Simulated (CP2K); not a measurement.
Two runs for the O K edge of methanol monohydrate. Run A: CP2K XAS_TDP, all-electron GAPW, PBEh(45%), aug-cc-pVDZ, TDA, no relativity. Run B differs in one setting.

First lines with a strength over 0.0015. A:

| atom | energy (eV) | states | strength, one atom |
| --- | --- | --- | --- |
| O2 (bonded to C and H, takes 1 H bond) | 530.33 | 1 | 0.0147 |
|  | 531.86 | 1 | 0.0247 |
|  | 532.48 | 1 | 0.0074 |
|  | 533.06 | 1 | 0.0119 |
|  | 533.53 | 1 | 0.0052 |
| O3 (bonded to 2 H, gives 1 H bond) | 529.52 | 1 | 0.0129 |
|  | 530.83 | 1 | 0.0087 |
|  | 531.35 | 1 | 0.0026 |
|  | 531.79 | 1 | 0.0042 |
|  | 532.01 | 1 | 0.0059 |

B:

| atom | energy (eV) | states | strength, one atom |
| --- | --- | --- | --- |
| O2 (bonded to C and H, takes 1 H bond) | 510.74 | 1 | 0.0021 |
|  | 511.54 | 1 | 0.0024 |
|  | 513.00 | 1 | 0.0023 |
|  | 513.04 | 1 | 0.0020 |
|  | 513.71 | 1 | 0.0018 |
| O3 (bonded to 2 H, gives 1 H bond) | 510.11 | 1 | 0.0026 |
|  | 511.02 | 1 | 0.0019 |
|  | 513.17 | 1 | 0.0049 |
|  | 513.71 | 1 | 0.0046 |
|  | 513.77 | 1 | 0.0028 |

Which was it: scalar relativity switched on, the functional, GW2X switched on, the basis?

The functional (functional from PBEh(45%) to PBE; the lines alone don't name the new value). A functional moves all lines by electronvolts and changes their spacings and strengths. Against PBEh(45%) in aug-cc-pVDZ, the leading lines move by -19.59 eV (O2, to 510.74) and -19.41 eV (O3, to 510.11); the strength of O2's goes from 0.0147 to 0.0021, so the two may not be the same state. The next line of O2 over the strength cut lies 0.80 eV higher, against 1.53.

[Hosts, paths, dates, database ids (printed as entryN), source tags and the programs' standing remarks are cut or masked in the printed files.]
